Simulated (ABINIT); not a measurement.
**P2Ir (P2_1/c): changed settings of a GW run in ABINIT**

A base run on P2Ir (P2_1/c), then changed inputs.

Method: LDA and many-body steps on it, plane waves, in ABINIT 10.8.3.

## Step 1: The starting structure

It takes space group P2_1/c (No. 14, monoclinic). Conventional cell: a = 5.772 Å, b = 5.807 Å, c = 5.872 Å, α = 90.00°, β = 111.25°, γ = 90.00°. Nearest to P lie 1 P at 2.22 Å and 3 Ir at 2.41 to 2.42 Å. Nearest to P lie 1 P at 2.22 Å and 3 Ir at 2.33 to 2.35 Å. Nearest to Ir lie 6 P at 2.33 to 2.42 Å. Farther neighbours are not listed.

As a file:

```cif
data_structure
_symmetry_space_group_name_H-M 'P2_1/c'
_symmetry_Int_Tables_number 14
_cell_length_a 5.7723
_cell_length_b 5.8067
_cell_length_c 5.8725
_cell_angle_alpha 90.000
_cell_angle_beta 111.251
_cell_angle_gamma 90.000
_cell_volume 183.45
loop_
_atom_site_label
_atom_site_type_symbol
_atom_site_symmetry_multiplicity
_atom_site_Wyckoff_symbol
_atom_site_fract_x
_atom_site_fract_y
_atom_site_fract_z
_atom_site_occupancy
P1 P 4 e 0.15801 0.88188 0.87029 1
P2 P 4 e 0.33432 0.37721 0.18855 1
Ir1 Ir 4 e 0.27187 0.49883 0.79158 1
```

The cell and positions are those that the Materials Project relaxed with its own functionals (PBE, PBE+U or r2SCAN), kept fixed. Spin-orbit coupling is left out unless a step names it.

## Step 2: Screening, 2×2×2 mesh, 167 bands, screening to 108.8 eV

This step: ABINIT 10.8.3; RPA screening on LDA, plane waves, norm-conserving pseudopotentials.

The RPA dielectric matrix is built and inverted for each q.

Contents of run.abi:

```
acell 3*1.0 Angstrom
rprim 
  5.772335097500 0.000000000000 -0.000000000000
  0.000000000000 5.806731510000 0.000000000000
  -2.128499726500 0.000000000000 5.473140883600
ntypat 2
znucl 15 77
natom 12
typat 1 1 1 1 1 1 1 1 2 2 2 2
xred 
  0.158006700000 0.881881860000 0.870287720000
  0.841993300000 0.381881860000 0.629712280000
  0.841993300000 0.118118140000 0.129712280000
  0.158006700000 0.618118140000 0.370287720000
  0.334322990000 0.377205270000 0.188546390000
  0.665677010000 0.877205270000 0.311453610000
  0.665677010000 0.622794730000 0.811453610000
  0.334322990000 0.122794730000 0.688546390000
  0.271866410000 0.498830410000 0.791578690000
  0.728133590000 0.998830410000 0.708421310000
  0.728133590000 0.501169590000 0.208421310000
  0.271866410000 0.001169590000 0.291578690000
pp_dirpath "pseudos"
pseudos "P.upf, Ir.upf"
ecut 24
ngkpt 2 2 2
nshiftk 1
shiftk 0 0 0
kptopt 1
chksymbreak 0
istwfk *1
occopt 1
irdwfk 1
optdriver 3
nband 167
ecuteps 4
inclvkb 2
awtr 1
symchi 1
indata_prefix "in"
outdata_prefix "out"
tmpdata_prefix "tmp"
```

Launch:

```sh
> OMP_NUM_THREADS=1 mpirun -n 4 abinit run.abi > log
```

The log of the run:

```text
.Version 10.8.3 of ABINIT. v10.8.2 released Aug 2026.

 Symmetries : space group P2_1/c (# 14); Bravais mP (primitive monocl.)
[... echo of the input left out ...]
== DATASET  1 ==================================================================
-   mpi_nproc: 4, omp_nthreads: 1 (-1 if OMP is not activated)

--- !DatasetInfo
iteration_state: {dtset: 1, }
dimensions: {natom: 12, nkpt: 8, mband: 167, nsppol: 1, nspinor: 1, nspden: 1, mpw: 6990, }
cutoff_energies: {ecut:  24.0, pawecutdg:  -1.0, }
electrons: {nelect:   1.08000000E+02, charge:   0.00000000E+00, occopt:   1.00000000E+00, tsmear:   1.00000000E-02, }

 SCREENING: Calculation of the susceptibility and dielectric matrices

 Based on a program developped by R.W. Godby, V. Olevano, G. Onida, and L. Reining.
 Incorporated in ABINIT by V. Olevano, G.-M. Rignanese, and M. Torrent.
.Using double precision arithmetic ; gwpc =  8

[... cell and pseudopotentials left out ...]
--------------------------------------------------------------------------------

 ==== K-mesh for the wavefunctions ====
 Number of points in the irreducible wedge :     8
[... list of points left out ...]
 Together with  4 symmetry operations and time-reversal symmetry
 yields     8 points in the full Brillouin Zone.

 ==== Q-mesh for the screening function ====
 Number of points in the irreducible wedge :     8
[... list of points left out ...]
 Together with  4 symmetry operations and time-reversal symmetry
 yields     8 points in the full Brillouin Zone.

 setmesh: FFT mesh size selected  =    32x   36x   36
          total number of points  =        41472

 vcoul_init : cutoff-mode = AUXILIARY_FUNCTION
 q-points for optical limit:   1
     1)      0.000010    0.000020    0.000030

- screening: taking advantage of time-reversal symmetry
- Maximum band index for partially occupied states nbvw = 54
- Remaining bands to be divided among processors   nbcw = 113
- Number of bands treated by each node ~28

 Number of electrons calculated from density =  108.0000; Expected =  108.0000
 average of density, n =  0.087238
 r_s =    1.3987
 omega_plasma =   28.4911 [eV]

 calculating chi0 at frequencies [eV] :
  1    0.000000E+00    0.000000E+00
  2    0.000000E+00    2.849110E+01

--------------------------------------------------------------------------------
  q-point number  1        q = ( 0.000000, 0.000000, 0.000000) [r.l.u.]
--------------------------------------------------------------------------------
[... chi0 elements left out ...]
 For q-point:  0.000010 0.000020 0.000030
  dielectric constant =  18.8245
  dielectric constant without local fields =  19.9891

  Average fulfillment of the sum rule on Im[epsilon] for q-point    1 :     50.87  [%]
[... wings left out ...]
  q-point number  2        q = ( 0.500000, 0.000000, 0.000000) [r.l.u.]
--------------------------------------------------------------------------------
[... chi0 elements left out ...]
  Average fulfillment of the sum rule on Im[epsilon] for q-point    2 :     57.88  [%]

 [... 6 further q-points ...]
```

Elapsed: 11 min, on 4 MPI ranks of Intel Xeon 6975P-C (Granite Rapids), shared host; peak memory 2.9 GiB; 44 min of CPU time.

Numbers from this step:

| Item | Value |
| --- | --- |
| ε∞ with local fields, on this mesh, along the program's q direction | 18.82 |
| the same without local fields | 19.99 |
| plasma frequency | 28.49 eV |
| plane waves in the screening matrix | 465 |

Local fields lower ε∞ by 6 %. On a Γ-centred mesh this coarse the value itself is usually too large, while a short band sum pulls it down.

## Step 3: Base

The self-energy is evaluated for the states that the input lists, and the levels follow from it, in one-shot runs by the linearised quasiparticle equation.

This step: G0W0 on LDA, plane waves, norm-conserving pseudopotentials.

run.abi: that of step 2 with these lines changed.

```diff
@@ -33,8 +33,19 @@
 irdwfk 1
-optdriver 3
+optdriver 4
 nband 167
+gwcalctyp 0
+ecutsigx 24
+symsigma 1
+nkptgw 3
+kptgw 
+  0.5000000000 0.5000000000 0.5000000000
+  0.0000000000 0.0000000000 0.0000000000
+  0.0000000000 0.5000000000 0.5000000000
+bdgw 
+  53 56
+  53 56
+  53 56
 ecuteps 4
-inclvkb 2
-awtr 1
-symchi 1
+irdscr 1
+ppmodel 1
 indata_prefix "in"
```

The log of the run:

```text
.Version 10.8.3 of ABINIT. v10.8.2 released Aug 2026.

 Symmetries : space group P2_1/c (# 14); Bravais mP (primitive monocl.)
[... echo of the input left out ...]
== DATASET  1 ==================================================================
-   mpi_nproc: 4, omp_nthreads: 1 (-1 if OMP is not activated)

--- !DatasetInfo
iteration_state: {dtset: 1, }
dimensions: {natom: 12, nkpt: 8, mband: 167, nsppol: 1, nspinor: 1, nspden: 1, mpw: 6990, }
cutoff_energies: {ecut:  24.0, pawecutdg:  -1.0, }
electrons: {nelect:   1.08000000E+02, charge:   0.00000000E+00, occopt:   1.00000000E+00, tsmear:   1.00000000E-02, }

 SIGMA: Calculation of the GW corrections

 Based on a program developped by R.W. Godby, V. Olevano, G. Onida, and L. Reining.
 Incorporated in ABINIT by V. Olevano, G.-M. Rignanese, and M. Torrent.
.Using double precision arithmetic ; gwpc =  8

[... cell and pseudopotentials left out ...]
--------------------------------------------------------------------------------

 ==== K-mesh for the wavefunctions ====
 Number of points in the irreducible wedge :     8
[... list of points left out ...]
 Together with  4 symmetry operations and time-reversal symmetry
 yields     8 points in the full Brillouin Zone.

 ==== Q-mesh for screening function ====
 Number of points in the irreducible wedge :     8
[... list of points left out ...]
 Together with  4 symmetry operations and time-reversal symmetry
 yields     8 points in the full Brillouin Zone.

 vcoul_init : cutoff-mode = AUXILIARY_FUNCTION
 q-points for optical limit:   1
     1)      0.000010    0.000020    0.000030
 setmesh: FFT mesh size selected  =    48x   54x   48
          total number of points  =       124416

 Number of electrons calculated from density =  108.0000; Expected =  108.0000
 average of density, n =  0.087238
 r_s =    1.3987
 omega_plasma =   28.4911 [eV]

 === KS Band Gaps ===
  >>>> For spin  1
   Minimum direct gap =   1.5260 [eV], located at k-point      :   0.0000  0.5000  0.5000
   Fundamental gap    =   0.6207 [eV], Top of valence bands at :   0.5000  0.5000  0.5000
                                       Bottom of conduction at :   0.0000  0.0000  0.0000
 SIGMA fundamental parameters:
 PLASMON POLE MODEL  1
 number of plane-waves for SigmaX                 6909
 number of plane-waves for SigmaC and W            465
 number of plane-waves for wavefunctions          6909
 number of bands                                   167
 number of independent spin polarizations            1
 number of spinorial components                      1
 number of k-points in IBZ                           8
 number of q-points in IBZ                           8
 number of symmetry operations                       4
 number of k-points in BZ                            8
 number of q-points in BZ                            8
 number of frequencies for dSigma/dE                 9
 frequency step for dSigma/dE [eV]                0.25
 number of omega for Sigma on real axis              0
 max omega for Sigma on real axis  [eV]           0.00
 zcut for avoiding poles [eV]                     0.10

 EPSILON^-1 parameters (SCR file):
 dimension of the eps^-1 matrix on file            465
 dimension of the eps^-1 matrix used               465
 number of plane-waves for wavefunctions          6909
 number of bands                                   167
 number of q-points in IBZ                           8
 number of frequencies                               2
 number of real frequencies                          1
 number of imag frequencies                          1

 matrix elements of self-energy operator (all in [eV])

 Perturbative Calculation

--- !SelfEnergy_ee
iteration_state: {dtset: 1, }
kpoint     : [   0.500,    0.500,    0.500, ]
spin       : 1
KS_gap     :    1.620
QP_gap     :    2.605
Delta_QP_KS:    0.985
data: !SigmaeeData |
     Band     E0 <VxcDFT>   SigX SigC(E0)      Z dSigC/dE  Sig(E)    E-E0       E
       53  10.103 -13.334 -14.672   1.783   0.805  -0.242 -12.975   0.359  10.462
       54  10.103 -13.334 -14.672   1.783   0.805  -0.242 -12.975   0.359  10.462
       55  11.722 -17.574 -13.357  -2.539   0.801  -0.248 -16.230   1.344  13.066
       56  11.722 -17.574 -13.357  -2.539   0.801  -0.248 -16.230   1.344  13.066

--- !SelfEnergy_ee
iteration_state: {dtset: 1, }
kpoint     : [   0.000,    0.000,    0.000, ]
spin       : 1
KS_gap     :    1.908
QP_gap     :    2.172
Delta_QP_KS:    0.264
data: !SigmaeeData |
     Band     E0 <VxcDFT>   SigX SigC(E0)      Z dSigC/dE  Sig(E)    E-E0       E
       53   8.684 -18.200 -20.373   3.339   0.794  -0.259 -17.274   0.926   9.610
       54   8.816 -18.064 -20.300   3.384   0.791  -0.265 -17.157   0.907   9.723
[...]
--- !SelfEnergy_ee
iteration_state: {dtset: 1, }
kpoint     : [   0.000,    0.500,    0.500, ]
spin       : 1
KS_gap     :    1.526
QP_gap     :    2.152
Delta_QP_KS:    0.626
data: !SigmaeeData |
     Band     E0 <VxcDFT>   SigX SigC(E0)      Z dSigC/dE  Sig(E)    E-E0       E
[...]
54   9.986 -15.003 -16.631   2.321   0.802  -0.247 -14.447   0.556  10.541
       55  11.512 -17.001 -13.480  -2.042   0.799  -0.251 -15.819   1.182  12.694
       56  11.512 -17.001 -13.480  -2.042   0.799  -0.251 -15.819   1.182  12.694

== END DATASET(S) ==============================================================
================================================================================

 -outvars: echo values of variables after computation  --------
           etotal      0.0000000000E+00
            nband         167
             nkpt           8
          spgroup          14
 [... the other variables as echoed above ...]

 Calculation completed.
```

Run time: 79 s. Hardware: 4 MPI ranks; peak memory 1.8 GiB; 5.2 min of CPU time.

Numbers from this step:

```
G0W0 gap on the points computed              : 1.354 eV
starting gap on the mesh                     : 0.6207 eV
k of the valence top                         : 0, 0.5, 0.5
k of the conduction bottom                   : 0, 0, 0
Z at the valence top                         : 0.802
Z at the conduction bottom                   : 0.798
least direct G0W0 gap on the computed points : 2.153 eV
```

The gap on the mesh goes from 0.62 eV to 1.35 eV, a correction of +0.73 eV.

## Step 4: Smaller part of the screening matrix

run.abi: that of step 3 with these lines changed.

```diff
@@ -47,3 +47,3 @@
   53 56
-ecuteps 4
+ecuteps 1
 irdscr 1
```

The log of the run:

```text
.Version 10.8.3 of ABINIT. v10.8.2 released Aug 2026.

 Symmetries : space group P2_1/c (# 14); Bravais mP (primitive monocl.)
[... echo of the input left out ...]
== DATASET  1 ==================================================================
-   mpi_nproc: 4, omp_nthreads: 1 (-1 if OMP is not activated)

--- !DatasetInfo
iteration_state: {dtset: 1, }
dimensions: {natom: 12, nkpt: 8, mband: 167, nsppol: 1, nspinor: 1, nspden: 1, mpw: 6990, }
cutoff_energies: {ecut:  24.0, pawecutdg:  -1.0, }
electrons: {nelect:   1.08000000E+02, charge:   0.00000000E+00, occopt:   1.00000000E+00, tsmear:   1.00000000E-02, }

 SIGMA: Calculation of the GW corrections

 Based on a program developped by R.W. Godby, V. Olevano, G. Onida, and L. Reining.
 Incorporated in ABINIT by V. Olevano, G.-M. Rignanese, and M. Torrent.
.Using double precision arithmetic ; gwpc =  8

[... cell and pseudopotentials left out ...]
--------------------------------------------------------------------------------

 ==== K-mesh for the wavefunctions ====
 Number of points in the irreducible wedge :     8
[... list of points left out ...]
 Together with  4 symmetry operations and time-reversal symmetry
 yields     8 points in the full Brillouin Zone.

 ==== Q-mesh for screening function ====
 Number of points in the irreducible wedge :     8
[... list of points left out ...]
 Together with  4 symmetry operations and time-reversal symmetry
 yields     8 points in the full Brillouin Zone.

 vcoul_init : cutoff-mode = AUXILIARY_FUNCTION
 q-points for optical limit:   1
     1)      0.000010    0.000020    0.000030
 setmesh: FFT mesh size selected  =    48x   54x   48
          total number of points  =       124416

 Number of electrons calculated from density =  108.0000; Expected =  108.0000
[...]
number of plane-waves for wavefunctions          6909
 number of bands                                   167
 number of q-points in IBZ                           8
 number of frequencies                               2
 number of real frequencies                          1
 number of imag frequencies                          1

 matrix elements of self-energy operator (all in [eV])

 Perturbative Calculation

--- !SelfEnergy_ee
iteration_state: {dtset: 1, }
kpoint     : [   0.500,    0.500,    0.500, ]
spin       : 1
KS_gap     :    1.620
QP_gap     :    2.480
Delta_QP_KS:    0.860
data: !SigmaeeData |
     Band     E0 <VxcDFT>   SigX SigC(E0)      Z dSigC/dE  Sig(E)    E-E0       E
       53  10.103 -13.334 -14.672   1.993   0.821  -0.218 -12.796   0.538  10.641
       54  10.103 -13.334 -14.672   1.993   0.821  -0.218 -12.796   0.538  10.641
       55  11.722 -17.574 -13.357  -2.513   0.821  -0.218 -16.176   1.398  13.120
[...]
--- !SelfEnergy_ee
iteration_state: {dtset: 1, }
kpoint     : [   0.000,    0.000,    0.000, ]
spin       : 1
KS_gap     :    1.908
QP_gap     :    2.198
Delta_QP_KS:    0.290
data: !SigmaeeData |
     Band     E0 <VxcDFT>   SigX SigC(E0)      Z dSigC/dE  Sig(E)    E-E0       E
[...]
--- !SelfEnergy_ee
iteration_state: {dtset: 1, }
kpoint     : [   0.000,    0.500,    0.500, ]
spin       : 1
KS_gap     :    1.526
QP_gap     :    2.065
Delta_QP_KS:    0.539
data: !SigmaeeData |
     Band     E0 <VxcDFT>   SigX SigC(E0)      Z dSigC/dE  Sig(E)    E-E0       E
[...]
55  11.512 -17.001 -13.480  -2.076   0.818  -0.223 -15.820   1.182  12.694
       56  11.512 -17.001 -13.480  -2.076   0.818  -0.223 -15.820   1.182  12.694

== END DATASET(S) ==============================================================
================================================================================

 -outvars: echo values of variables after computation  --------
           etotal      0.0000000000E+00
            nband         167
             nkpt           8
          spgroup          14
 [... the other variables as echoed above ...]

 Calculation completed.
```

The job ended after 12 s (4 MPI ranks; peak memory 1.4 GiB; 48 s of CPU time).

Numbers from this step:

```
G0W0 gap on the points computed              : 1.229 eV
starting gap on the mesh                     : 0.6207 eV
k of the valence top                         : 0.5, 0.5, 0.5
k of the conduction bottom                   : 0, 0, 0
Z at the valence top                         : 0.821
Z at the conduction bottom                   : 0.817
least direct G0W0 gap on the computed points : 2.065 eV
```

(Continued in part 2 of 3.)

[Paths, hosts, dates, memory and timing lines, banners, echoed tables and standing remarks are left out of the program output.]

[Logs are printed without paths, hosts, clocks, repeated set-up lines and the standing remarks that a program may print on its own settings, such as how far it seeks lower states.]

[Runs of the session that timed out or met a known fault of the program may be left out.]

[Hosts, paths, dates, database ids (printed as entryN), source tags and the programs' standing remarks are cut or masked in the printed files.]

[G0W0 gaps are taken among the corrected bands and points alone; a level outside them can change the order at an edge.]

[Where Ansatz stands beside ABINIT at settings called matched, ABINIT's density can come from a denser mesh and the files from another edition; pairs whose starting gaps differed by over 0.03 eV were left out, so agreement reads better than it is.]
